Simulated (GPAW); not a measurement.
## Fe1 on Mo4 110: moments or none

Wanted: the moments of Fe1 on Mo4 110 and the energy gained by spin polarisation.

Program: GPAW 26.7.0. Level of theory: PBE; plane waves with GPAW's PAW setups, scalar-relativistic. Results are calculated unless marked as measured.

### Step 1. Set-up

The cell holds 5 atoms: 4 Mo and 1 Fe. Cell: a = 2.725 Å, b = 2.725 Å, c = 20.629 Å, α = 90.0°, β = 90.0°, γ = 109.5°. ideal sites on the substrate's mesh, layer spacings from atomic volumes, unrelaxed, 12 A of vacuum. Vacuum lies along c.

### Step 2. Run 1 (ferro +)

Parallel moments need no larger cell; this start tests for a ferromagnetic state only.

order1.py reads:

```python
import json
import numpy as np
from ase import Atoms
from ase.parallel import paropen, parprint
from gpaw import GPAW

atoms = Atoms(['Mo', 'Mo', 'Mo', 'Mo', 'Fe'],
    cell=[[1.5735, -2.225265, 0.0],
         [1.5735, 2.225265, 0.0],
         [0.0, 0.0, 20.629271]],
    scaled_positions=[[0.0, 0.0, 0.290849],
         [0.5, 0.5, 0.398695],
         [0.0, 0.0, 0.506541],
         [0.5, 0.5, 0.614388],
         [0.0, 0.0, 0.709151]],
    pbc=True,
    magmoms=[0.0, 0.0, 0.0, 0.0, 2.6])
atoms.calc = GPAW(mode={'name': 'pw', 'ecut': 450},
    xc='PBE',
    kpts={'size': (18, 18, 1), 'gamma': True},
    occupations={'name': 'fermi-dirac', 'width': 0.05},
    convergence={'density': 1e-05, 'energy': 1e-05},
    maxiter=200,
    mixer={'name': 'pulay', 'beta': 0.03, 'nmaxold': 8, 'weight': 100},
    symmetry={'tolerance': 1e-4},
    txt='order1.txt')
e = atoms.get_potential_energy(force_consistent=True)
res = {'free_energy': e, 'energy_sigma0': atoms.get_potential_energy(), 'fermi_energy': atoms.calc.get_fermi_level()}
res['moments'] = atoms.get_magnetic_moments().tolist()
res['total'] = atoms.get_magnetic_moment()
parprint('site moments (muB):', np.round(res['moments'], 3))
parprint(f"total moment: {res['total']:.3f} muB")
parprint(f'free energy: {e:.6f} eV')
atoms.calc.write('order1.gpw')
with paropen('results.json', 'w') as f:
    json.dump(res, f)
```

Run with:

```sh
$ OMP_NUM_THREADS=1 mpirun -n 4 gpaw python order1.py > order1.log
```

Numbers of over 12 decimals in the logs are rounded to 6 here.

Output:

```text
site moments (muB): [-1.100e-02 -2.000e-03 -1.100e-02 -1.410e-01  2.487e+00]
total moment: 2.352 muB
free energy: -51.545341 eV

--- order1.txt ---
Input parameters:
  mode=PW(ecut=450),
  convergence={'density': 1e-05, 'energy': 1e-05},
  kpts=MonkhorstPack(size=(18, 18, 1), gamma=True),
  maxiter=200,
  mixer=Pulay(name='pulay', nmaxold=8, beta=0.03, weight=100, sigma=0.015, g_ss=None),
  occupations=Occupations(name='fermi-dirac', width=0.05),
  symmetry=Symmetry(tolerance=0.0001),
  xc=XC(name='PBE')

Diagonalizing LCAO Hamiltonian
Converting LCAO to pw mode

       Fe

           Mo

       Mo

           Mo

       Mo

Atoms  # Å, Bohr magnetons
|   | symbol |        x |        y |         z |    initial magnetic moments |
|---|--------|----------|----------|-----------|-----------------------------|
| 0 |     Mo | 0.000000 | 0.000000 |  6.000003 | ( 0.0000,  0.0000,  0.0000) |
| 1 |     Mo | 1.573500 | 0.000000 |  8.224787 | ( 0.0000,  0.0000,  0.0000) |
| 2 |     Mo | 0.000000 | 0.000000 | 10.449572 | ( 0.0000,  0.0000,  0.0000) |
| 3 |     Mo | 1.573500 | 0.000000 | 12.674377 | ( 0.0000,  0.0000,  0.0000) |
| 4 |     Fe | 0.000000 | 0.000000 | 14.629268 | ( 0.0000,  0.0000,  2.6000) |

Unit cell  # Å
| periodic |        x |         y |         z |   lengths |     angles |
|----------|----------|-----------|-----------|-----------|------------|
|      yes | 1.573500 | -2.225265 |  0.000000 |  2.725382 |  90.000000 |
|      yes | 1.573500 |  2.225265 |  0.000000 |  2.725382 |  90.000000 |
|      yes | 0.000000 |  0.000000 | 20.629271 | 20.629271 | 109.471220 |

Number of symmetries: 4

BZ-sampling:
  Number of BZ points: 324
  Number of IBZ points: 91

  Monkhorst-Pack size: [18, 18, 1]
  Monkhorst-Pack shift: [0.027778, 0.027778, 0.0]

K-points  # in reciprocal-cell coordinates
|     |                                coordinates |     weight |
|-----|--------------------------------------------|------------|
|   0 | ( -0.00000000,  -0.00000000,   0.00000000) | 0.00308642 |
|   1 | (  0.05555556,  -0.05555556,   0.00000000) | 0.00617284 |
|   2 | (  0.05555556,  -0.00000000,   0.00000000) | 0.01234568 |
|   3 | (  0.05555556,   0.05555556,   0.00000000) | 0.00617284 |
|   4 | (  0.11111111,  -0.11111111,   0.00000000) | 0.00617284 |
|   5 | (  0.11111111,  -0.05555556,   0.00000000) | 0.01234568 |
|   6 | (  0.11111111,  -0.00000000,   0.00000000) | 0.01234568 |
|   7 | (  0.11111111,   0.05555556,   0.00000000) | 0.01234568 |
|   8 | (  0.11111111,   0.11111111,   0.00000000) | 0.00617284 |
|   9 | (  0.16666667,  -0.16666667,   0.00000000) | 0.00617284 |
| ... |                                            |            |
|  90 | (  0.50000000,   0.50000000,   0.00000000) | 0.00308642 |

Plane wave coefficients: 3168
Cutoff: 450.000000 eV

Spin-components: 2 (collinear spins)
Bands:           44
Projectors:      30
Spin-degeneracy: 1
Datatype:        complex128

Parallelization:
  kpt:    4
  domain: 1
  band:   1

Density:
  Valence electrons: 64.0
  Components: 2
  Grid points: [ 14  14 105]
  Charge: 0.0  # |e|

Potential:
  Grid points: [ 14  14 105]

species:
  Mo:
    name:    Molybdenum
    Z:       42.0
    valence: 14
    core:    28
    charge:  0.0  # [|e|]
    compensation charges:
      type: gauss
      rc: 0.38  # [Å]
      lmax: 2
    cutoffs:
      filter: 2.16  # [Å]
      core: 1.42  # [Å]
    projectors
    | kind |    occ | energy [eV] | rcut [Å] |
    |------|--------|-------------|----------|
    |   4s |  2.000 |     -64.307 |    1.238 |
    |   5s |  1.000 |      -4.084 |    1.238 |
    |   4p |  6.000 |     -38.491 |    1.296 |
    |   5p |  0.000 |      -1.044 |    1.296 |
    |   4d |  5.000 |      -3.754 |    1.296 |
    |    d |        |      23.458 |    1.296 |

    Using partial waves for Mo as LCAO basis

  Fe:
    name:    Iron
    Z:       26.0
    valence: 8
    core:    18
    charge:  0.0  # [|e|]
    compensation charges:
      type: gauss
      rc: 0.33  # [Å]
      lmax: 2
    cutoffs:
      filter: 2.06  # [Å]
      core: 2.67  # [Å]
    projectors
    | kind |    occ | energy [eV] | rcut [Å] |
    |------|--------|-------------|----------|
    |   4s |  2.000 |      -5.291 |    1.164 |
    |   4p |  0.000 |      -1.326 |    1.058 |
    |   3d |  6.000 |      -7.505 |    1.058 |
    |    s |        |      21.920 |    1.164 |
    |    p |        |      25.885 |    1.058 |
    |    d |        |      19.706 |    1.058 |

    Using partial waves for Fe as LCAO basis

Reference energy: -475155.745126  # eV

eigensolver:
  PPCG
  Converge bands: occupied
  niter=2

density mixing:
  Pulay-Mixer
  Linear mixing parameters: 0.03
  Old densities: 8
  Fourier metric: weight=100, sigma=0.015

occupation numbers:
  Fermi-Dirac:
    width: 0.0500  # eV

poisson solver:
  ecut: 3600.000000  # eV

xc functional:
  name: PBE with 2 nearest neighbor stencil

convergence criteria:
- Maximum integral of absolute [dens]ity change: 1e-05 electrons / valence electron
- Maximum [total energy] change in last 3 cyles: 1e-05 eV / valence electron
- Maximum integral of absolute [eigenst]ate change: 4e-08 eV^2 / valence electron
maximum number of iterations: 200

SCF iterations
|iter     |      energy | eigst |  dens |  magmom |
|---------|-------------|-------|-------|---------|
|iter:   1|       0s |  -57.316411 | +0.47 |       |  +2.6054|
|iter:   2|       9s |  -62.006075 | -0.77 | -0.78 |  +2.5528|
|iter:   3|      17s |  -54.998021 | -1.22 | -0.76 |  +2.5491|
|iter:   4|      26s |  -54.202930 | -2.05 | -0.95 |  +2.5229|
|iter:   5|      34s |  -52.519313 | -1.22 | -1.02 |  +2.4510|
|iter:   6|      43s |  -51.594040 | -0.99 | -1.18 |  +2.3814|
|iter:   7|      51s |  -51.556678 | -2.31 | -1.52 |  +2.3778|
|iter:   8|      60s |  -51.496548 | -2.24 | -1.53 |  +2.3603|
|iter:   9|      68s |  -51.490939 | -2.60 | -1.70 |  +2.3617|
|iter:  10|      77s |  -51.489434 | -3.43 | -1.75 |  +2.3577|
[... 27 iterations left out ...]
|iter:  38|     291s |  -51.528120c| -7.79c| -4.27 |  +2.3507|
|iter:  39|     295s |  -51.528119c| -7.77c| -4.37 |  +2.3511|
|iter:  40|     299s |  -51.528119c| -7.95c| -4.47 |  +2.3513|
|iter:  41|     303s |  -51.528119c| -8.06c| -4.53 |  +2.3514|
|iter:  42|     306s |  -51.528118c| -7.68c| -4.57 |  +2.3518|
|iter:  43|     310s |  -51.528118c| -8.13c| -4.73 |  +2.3519|
|iter:  44|     314s |  -51.528117c| -8.15c| -4.75 |  +2.3519|
|iter:  45|     318s |  -51.528117c| -8.56c| -4.90 |  +2.3519|
|iter:  46|     322s |  -51.528117c| -8.58c| -4.97 |  +2.3519|
|iter:  47|     326s |  -51.528117c| -8.63c| -5.08c|  +2.3519|

Converged in 47 steps
Energy contributions relative to reference atoms: (reference = -475155.745126)

Energy contributions:
  Kinetic:         -48.227170
  Coulomb:          26.982878
  Zero:             -0.940640
  External:          0.000000
  Xc:              -29.325961
  Entropy:          -0.034448
  Spinorbit:         0.000000
  ----------------------------
  Free energy:     -51.545341
  Extrapolated:    -51.528117

dipole moment: (-31.178019, -0.000000, 0.034996)  # |e|*Ang

Total magnetic moment: (0.000000, 0.000000, 2.351913)

Local magnetic moments
|        x |        y |         z |
|----------|----------|-----------|
| 0.000000 | 0.000000 | -0.011410 |  # Mo   0
| 0.000000 | 0.000000 | -0.002103 |  # Mo   1
| 0.000000 | 0.000000 | -0.011421 |  # Mo   2
| 0.000000 | 0.000000 | -0.140521 |  # Mo   3
| 0.000000 | 0.000000 |  2.487134 |  # Fe   4

Fermi level: 4.615
Eigenvalues  # (at kpt = [-0.000, -0.000, 0.000])
| band index |      eig [eV] | occ [0-1] |      eig [eV] | occ [0-1] |
|------------|---------------|-----------|---------------|-----------|
|          0 |       -56.698 |     1.000 |       -56.702 |     1.000 |
|        ... |               |           |               |           |
|         25 |         2.551 |     1.000 |         3.158 |     1.000 |
|         26 |         2.724 |     1.000 |         3.241 |     1.000 |
|         27 |         2.767 |     1.000 |         3.500 |     1.000 |
|         28 |         2.868 |     1.000 |         3.840 |     1.000 |
|         29 |         3.146 |     1.000 |         4.178 |     1.000 |
|         30 |         3.224 |     1.000 |         4.269 |     0.999 |
|         31 |         3.388 |     1.000 |         4.278 |     0.999 |
|         32 |         3.865 |     1.000 |         5.087 |     0.000 |
|         33 |         3.966 |     1.000 |         5.636 |     0.000 |
|         34 |         5.040 |     0.000 |         5.660 |     0.000 |
|         35 |         5.283 |     0.000 |         5.762 |     0.000 |
|         36 |         5.730 |     0.000 |         5.763 |     0.000 |
|         37 |         5.952 |     0.000 |         5.997 |     0.000 |
|         38 |         5.996 |     0.000 |         6.088 |     0.000 |
|         39 |         6.235 |     0.000 |         6.272 |     0.000 |
|         40 |         6.289 |     0.000 |         6.298 |     0.000 |
|        ... |               |           |               |           |
|         43 |         6.736 |     0.000 |         6.670 |     0.000 |

No gap
No difference between direct/indirect transitions
```

Run time: 5.7 min. Hardware: 4 MPI ranks of Arm Neoverse V2, shared host; peak memory 1.2 GiB.

Spin moment in the augmentation sphere by atom:

```
atom  spin moment in the augmentation sphere (μB)
 Mo1                                        -0.01
 Mo2                                         0.00
 Mo3                                        -0.01
 Mo4                                        -0.14
 Fe5                                         2.49
```

Read from the output:

```yaml
magnetization: 2.352 μB
final_state: ferromagnetic
```

After 47 cycles the largest moment stands at 2.49 μB.

### Step 3. Order 2, typed as no spin polarisation

This run holds no moments, which gives a state to set the others against.

nospin.py is the script of step 2 with these lines changed:

```diff
@@ -15,4 +15,3 @@
          [0.0, 0.0, 0.709151]],
-    pbc=True,
-    magmoms=[0.0, 0.0, 0.0, 0.0, 2.6])
+    pbc=True)
 atoms.calc = GPAW(mode={'name': 'pw', 'ecut': 450},
@@ -25,11 +24,7 @@
     symmetry={'tolerance': 1e-4},
-    txt='order1.txt')
+    txt='nospin.txt')
 e = atoms.get_potential_energy(force_consistent=True)
 res = {'free_energy': e, 'energy_sigma0': atoms.get_potential_energy(), 'fermi_energy': atoms.calc.get_fermi_level()}
-res['moments'] = atoms.get_magnetic_moments().tolist()
-res['total'] = atoms.get_magnetic_moment()
-parprint('site moments (muB):', np.round(res['moments'], 3))
-parprint(f"total moment: {res['total']:.3f} muB")
 parprint(f'free energy: {e:.6f} eV')
-atoms.calc.write('order1.gpw')
+atoms.calc.write('nospin.gpw')
 with paropen('results.json', 'w') as f:
```

Run with:

```sh
$ OMP_NUM_THREADS=1 mpirun -n 4 gpaw python nospin.py > nospin.log
```

Output:

```text
free energy: -50.986241 eV

--- nospin.txt ---
Input parameters:
  mode=PW(ecut=450),
  convergence={'density': 1e-05, 'energy': 1e-05},
  kpts=MonkhorstPack(size=(18, 18, 1), gamma=True),
  maxiter=200,
  mixer=Pulay(name='pulay', nmaxold=8, beta=0.03, weight=100, sigma=0.015, g_ss=None),
  occupations=Occupations(name='fermi-dirac', width=0.05),
  symmetry=Symmetry(tolerance=0.0001),
  xc=XC(name='PBE')

Diagonalizing LCAO Hamiltonian
Converting LCAO to pw mode

       Fe

           Mo

       Mo

           Mo

       Mo

Atoms  # Å, Bohr magnetons
|   | symbol |        x |        y |         z |    initial magnetic moments |
|---|--------|----------|----------|-----------|-----------------------------|
| 0 |     Mo | 0.000000 | 0.000000 |  6.000003 | ( 0.0000,  0.0000,  0.0000) |
| 1 |     Mo | 1.573500 | 0.000000 |  8.224787 | ( 0.0000,  0.0000,  0.0000) |
| 2 |     Mo | 0.000000 | 0.000000 | 10.449572 | ( 0.0000,  0.0000,  0.0000) |
| 3 |     Mo | 1.573500 | 0.000000 | 12.674377 | ( 0.0000,  0.0000,  0.0000) |
| 4 |     Fe | 0.000000 | 0.000000 | 14.629268 | ( 0.0000,  0.0000,  0.0000) |

Unit cell  # Å
| periodic |        x |         y |         z |   lengths |     angles |
|----------|----------|-----------|-----------|-----------|------------|
|      yes | 1.573500 | -2.225265 |  0.000000 |  2.725382 |  90.000000 |
|      yes | 1.573500 |  2.225265 |  0.000000 |  2.725382 |  90.000000 |
|      yes | 0.000000 |  0.000000 | 20.629271 | 20.629271 | 109.471220 |

Number of symmetries: 4

BZ-sampling:
  Number of BZ points: 324
  Number of IBZ points: 91

  Monkhorst-Pack size: [18, 18, 1]
  Monkhorst-Pack shift: [0.027778, 0.027778, 0.0]

Plane wave coefficients: 3168
Cutoff: 450.000000 eV

Spin-components: 1 (collinear spins)
Bands:           43
Projectors:      30
Spin-degeneracy: 2
Datatype:        complex128

Parallelization:
  kpt:    4
  domain: 1
  band:   1

Density:
  Valence electrons: 64.0
  Components: 1
  Grid points: [ 14  14 105]
  Charge: 0.0  # |e|

Potential:
  Grid points: [ 14  14 105]

[... setups left out ...]
Reference energy: -475155.745126  # eV

eigensolver:
  PPCG
  Converge bands: occupied
  niter=2

density mixing:
  Pulay-Mixer
  Linear mixing parameters: 0.03
  Old densities: 8
  Fourier metric: weight=100, sigma=0.015

occupation numbers:
  Fermi-Dirac:
    width: 0.0500  # eV

poisson solver:
  ecut: 3600.000000  # eV

xc functional:
  name: PBE with 2 nearest neighbor stencil

convergence criteria:
- Maximum integral of absolute [dens]ity change: 1e-05 electrons / valence electron
- Maximum [total energy] change in last 3 cyles: 1e-05 eV / valence electron
- Maximum integral of absolute [eigenst]ate change: 4e-08 eV^2 / valence electron
maximum number of iterations: 200

SCF iterations
|iter     |      energy | eigst |  dens |
|---------|-------------|-------|-------|
|iter:   1|       0s |  -58.433650 | +0.46 |       |
|iter:   2|       5s |  -64.561352 | -0.62 | -0.84 |
|iter:   3|       9s |  -55.279845 | -1.02 | -0.71 |
|iter:   4|      13s |  -53.748459 | -1.36 | -0.93 |
|iter:   5|      17s |  -58.155095 | -0.82 | -1.03 |
|iter:   6|      21s |  -53.851818 | -1.24 | -0.88 |
|iter:   7|      25s |  -53.094095 | -0.85 | -1.04 |
|iter:   8|      30s |  -51.061398 | -1.59 | -1.10 |
|iter:   9|      34s |  -51.076487 | -2.46 | -1.60 |
|iter:  10|      38s |  -51.013585 | -2.64 | -1.59 |
[... 16 iterations left out ...]
|iter:  27|     109s |  -50.952922c| -7.63c| -3.94 |
|iter:  28|     113s |  -50.952918c| -7.48c| -3.96 |
|iter:  29|     117s |  -50.952924c| -7.05 | -4.03 |
|iter:  30|     122s |  -50.952925c| -7.94c| -4.16 |
|iter:  31|     126s |  -50.952926c| -7.56c| -4.23 |
|iter:  32|     130s |  -50.952925c| -7.86c| -4.45 |
|iter:  33|     132s |  -50.952924c| -8.25c| -4.69 |
|iter:  34|     134s |  -50.952923c| -7.88c| -4.73 |
|iter:  35|     136s |  -50.952923c| -7.91c| -4.87 |
|iter:  36|     138s |  -50.952923c| -8.41c| -5.03c|

Converged in 36 steps
Energy contributions relative to reference atoms: (reference = -475155.745126)

Energy contributions:
  Kinetic:         -56.824428
  Coulomb:          33.912472
  Zero:             -0.919667
  External:          0.000000
  Xc:              -27.087983
  Entropy:          -0.066636
  Spinorbit:         0.000000
  ----------------------------
  Free energy:     -50.986241
  Extrapolated:    -50.952923

dipole moment: (-31.185061, -0.000000, 0.019240)  # |e|*Ang

Fermi level: 4.534
Eigenvalues  # (at kpt = [-0.000, -0.000, 0.000])
| band index |      eig [eV] | occ [0-2] |
|------------|---------------|-----------|
|          0 |       -56.787 |     2.000 |
|        ... |               |           |
|         24 |         2.939 |     2.000 |
|         25 |         3.042 |     2.000 |
|         26 |         3.158 |     2.000 |
|         27 |         3.248 |     2.000 |
|         28 |         3.423 |     2.000 |
|         29 |         3.574 |     2.000 |
|         30 |         3.736 |     2.000 |
|         31 |         3.994 |     2.000 |
|         32 |         4.547 |     0.868 |
|         33 |         4.599 |     0.427 |
|         34 |         5.090 |     0.000 |
|         35 |         5.353 |     0.000 |
|         36 |         5.658 |     0.000 |
|         37 |         5.895 |     0.000 |
|         38 |         5.977 |     0.000 |
|         39 |         6.144 |     0.000 |
|        ... |               |           |
|         42 |         6.322 |     0.000 |

No gap
No difference between direct/indirect transitions
```

Elapsed: 2.4 min, on 4 MPI ranks; peak memory 0.99 GiB.

Read from the output:

| Quantity | Value |
| --- | --- |
| final state | non-magnetic (no spin polarisation) |

It lies 559 meV a seeded atom over the first start.

### Step 4. Energies of the orders

These are free energies at a smearing of 0.05 eV, so its entropy term is in the differences. They are divided by the number of seeded atoms, so that cells of unlike size compare.

Orders:

```
               start    final state  typed order kept  energy over the lowest (meV a seeded atom)  largest site moment (μB)  net moment (μB a primitive cell)  mesh matched  CPU time (s)
             ferro +  ferromagnetic               yes                                           0                     2.487                             2.352           yes          1361
no spin polarisation   non-magnetic                 -                                       559.1                         0                                 0           yes         582.5
```

### Step 5. Summary of results

```json
{
 "lower run": "with moments",
 "largest site moment": "2.49 μB",
 "energy gained by spin polarisation": "559 meV a seeded atom"
}
```

In words: The crystal holds moments, up to 2.49 μB, and gains 559 meV a seeded atom by them. No antiferromagnetic order was tried, so the session says nothing on how the moments order.

[Logs and program files are shortened in this print: banners, set-up blocks, solver, clock and traceback lines can be left out without a mark of their own.]

[Logs are printed without paths, hosts, clocks, repeated set-up lines and the standing remarks that a program may print on its own settings, such as how far it seeks lower states.]

[Hosts, paths, dates, database ids (printed as entryN), source tags and the programs' standing remarks are cut or masked in the printed files.]

[Where a cell is said to come from a database of computed structures, the database is the Materials Project.]
